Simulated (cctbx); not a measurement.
# Resonant diffraction in YbV2Pt

Space group Cmcm (no. 63), a = 3.9810 Å, b = 9.4230 Å, c = 7.3440 Å, α = 90.00°, β = 90.00°, γ = 90.00°.

```csv
atom,mult.,x,y,z,Ueq (Å²)
Pt1,4,0,0.2861,3/4,0.0186
Yb1,4,1/2,0.0667,3/4,0.0207
V1,8,1/2,0.3474,0.9482,0.0400
```

This is a model crystal, built by substitution and not relaxed, with assumed displacement parameters.

Calculated with cctbx: free-atom f′ and f″ from the Sasaki tables, no fine structure; amplitudes in electrons.

| E (eV) | F 0 2 0 | F 1 1 1 | F 0 4 1 | F 0 2 3 |
| --- | --- | --- | --- | --- |
| 10964 | 125.6 | 103.8 | 384.5 | 142.8 |
| 11314 | 116.8 | 95.6 | 382.4 | 147.9 |
| 11444 | 111.2 | 90.0 | 379.2 | 150.7 |
| 11504 | 106.1 | 84.7 | 375.6 | 153.2 |
| 11534 | 101.1 | 79.5 | 371.8 | 155.5 |
| 11549 | 96.3 | 74.4 | 367.9 | 157.7 |
| 11556 | 92.0 | 69.8 | 364.4 | 159.7 |
| 11560 | 87.4 | 64.9 | 360.7 | 161.8 |
| 11568 | 85.7 | 65.9 | 362.6 | 161.0 |
| 11572 | 91.0 | 71.4 | 367.1 | 158.6 |
| 11579 | 95.7 | 76.2 | 370.9 | 156.5 |
| 11594 | 100.7 | 81.4 | 375.2 | 154.2 |
| 11624 | 105.5 | 86.5 | 379.4 | 152.0 |
| 11714 | 111.7 | 93.1 | 385.2 | 149.3 |
| 11964 | 117.4 | 99.4 | 391.7 | 147.2 |

**Question.** Which edge is crossed, and why do the reflections move as they do?

The L3 edge of Pt. The edge is at 11564 eV. f′ of Pt falls from -12.1 e at 11444 eV to -18.7 e at 4 eV below it, and f″ steps from 3.87 to 10.19 e across it. Over that approach |F| changes by -21 % (0 2 0), -28 % (1 1 1), -5 % (0 4 1) and +7 % (0 2 3): a reflection falls where Pt scatters in phase with the total and rises where it scatters against it; it hardly moves where the Pt term is small or cancels by symmetry. Above the edge the larger f″ enters the imaginary part, where it can add to or cancel the other atoms' f″. The structure is centrosymmetric, so Friedel mates stay equal.

[Logs are printed without paths, hosts, clocks, repeated set-up lines and the standing remarks that a program may print on its own settings, such as how far it seeks lower states.]
